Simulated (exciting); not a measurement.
Consider Al2O3 (Corundum), space group R-3c.

```xyz
10
Lattice="2.3803 1.3742 4.3319 -2.3803 1.3742 4.3319 0.0000 -2.7485 4.3319" Properties=species:S:1:pos:R:3 pbc="T T T"
Al    0.0000    0.0000   11.0743
Al    0.0000    0.0000    8.4191
Al    0.0000    0.0000    1.9213
Al    0.0000    0.0000    4.5765
O    -1.6503   -0.1099    5.4148
O     0.7300    1.4841    5.4148
O     0.9203   -1.3742    5.4148
O     1.6503    0.1099    7.5808
O    -0.7300   -1.4841    7.5808
O    -0.9203    1.3742    7.5808
```

Absorber: atom 5, with 2 Al at 1.85 Å and 2 Al at 1.97 Å (4-fold, site symmetry 2). Method: exciting, all-electron LAPW+lo, PBE, exchange and screened direct term (singlet BSE), 3×3×3 shifted k points, 30 conduction bands, |G+q| up to 3 bohr⁻¹, full RPA screening with nempty = 58, Lorentzian half width 0.45 eV.

**Question.** Predict the O K near-edge structure at this level.

Bound core exciton? Undecided on this mesh: the first bright state (over 5 % of the brightest) lies at -0.08 eV from the Kohn–Sham onset and at -0.53 eV from the lowest bare transition of its own mesh; weaker or dark states reach down to -0.76 eV. Maxima (height): 1.4 eV (1.00).

Energy from the Kohn–Sham onset, core level to the lowest empty state found on the meshes used; Im ε in relative units:

| E (eV) | Im ε |
| --- | --- |
| -3.5 | 0.02 |
| -3.0 | 0.03 |
| -2.5 | 0.03 |
| -2.0 | 0.04 |
| -1.5 | 0.06 |
| -1.0 | 0.09 |
| -0.5 | 0.14 |
| 0.0 | 0.29 |
| 0.5 | 0.53 |
| 1.0 | 0.87 |
| 1.5 | 0.99 |
| 2.0 | 0.79 |
| 2.5 | 0.68 |
| 3.0 | 0.62 |
| 3.5 | 0.59 |
| 4.0 | 0.58 |
| 4.5 | 0.51 |
| 5.0 | 0.47 |
| 5.5 | 0.44 |
| 6.0 | 0.38 |
| 6.5 | 0.31 |
| 7.0 | 0.29 |
| 7.5 | 0.22 |
| 8.0 | 0.16 |
| 8.5 | 0.13 |
| 9.0 | 0.10 |
| 9.5 | 0.09 |
| 10.0 | 0.09 |
| 10.5 | 0.08 |
| 11.0 | 0.08 |
| 11.5 | 0.08 |
| 12.0 | 0.08 |
| 12.5 | 0.08 |
| 13.0 | 0.09 |
| 13.5 | 0.08 |
| 14.0 | 0.08 |

A mesh of 27 points doesn't converge binding energies, and fine structure above the first lines is partly noise of the mesh. The kernel cutoff is low for a compact core orbital, so the effect of exchange is a lower bound. The zero comes from the unshifted 3×3×3 ground-state mesh; it is exact only where the band minimum lies on that mesh. The structure is a published determination, not relaxed.

[Banner, clock and machine lines of the logs are left out without a mark of their own.]

[Logs are printed without paths, hosts, clocks, repeated set-up lines and the standing remarks that a program may print on its own settings, such as how far it seeks lower states.]

[Hosts, paths, dates, database ids (printed as entryN), source tags and the programs' standing remarks are cut or masked in the printed files.]
